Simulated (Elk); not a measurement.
Planning a run of Elk 11.2.3 (patched build) on CdF2 (Fm-3m). The input:

```
tasks
  185
  186
  187

xctype
  20

rgkmax
  8.5

gmaxvr
  18.0

lmaxapw
  10

lmaxo
  8

nxlo
  2

lorbcnd
  .true.

autolinengy
  .true.

tshift
  .false.

ngridk
  4 4 4

vkloff
  0.05 0.15 0.25

nempty
  10

swidth
  0.00551

scissor
  0.13474

gmaxrf
  2.5

wplot
  325 100 0
  0.0 0.5974

optcomp
  1 1
  2 2
  3 3

nvbse
  4

ncbse
  4

sppath
  './'

avec
  0.0000000000 5.0909221797 5.0909221797
  5.0909221797 -0.0000000000 5.0909221797
  5.0909221797 5.0909221797 -0.0000000000

atoms
  2
  'Cd.in'
  1
  0.0000000000 0.0000000000 0.0000000000
  'F.in'
  2
  0.2500000000 0.2500000000 0.2500000000
  0.7500000000 0.7500000000 0.7500000000
```

```sh
OMP_NUM_THREADS=8 elk > log
```

Estimate wall time and host memory on 8 threads of Arm Neoverse V1, shared host.

It took 62 s; on shared hardware allow 31 s to 2.1 min. Peak host memory was 0.26 GiB.

The kernel grows as the square of the matrix size, and full diagonalisation as its cube.

[Long decimals in the printed logs are rounded to 6 places.]

[Logs are printed without paths, hosts, clocks, repeated set-up lines and the standing remarks that a program may print on its own settings, such as how far it seeks lower states.]

[Paths, hosts, dates, memory and timing lines, banners, echoed tables and standing remarks are left out of the program output; an Ansatz launch command may be rebuilt from the run's recorded settings. Measured values are a selection of at most five: reports struck by readers or far from the other reports are left out. None is set beside runs whose start may be inverted or whose files or cutoffs have a known fault.]

[Runs of the session that timed out or met a known fault of the program may be left out.]

[Hosts, paths, dates, database ids (printed as entryN), source tags and the programs' standing remarks are cut or masked in the printed files.]

[Where Elk ran, warnings of its patched build on accuracy (core leakage, angular cutoffs, spin-orbit splittings, empty states, lower magnetic states) are left out.]
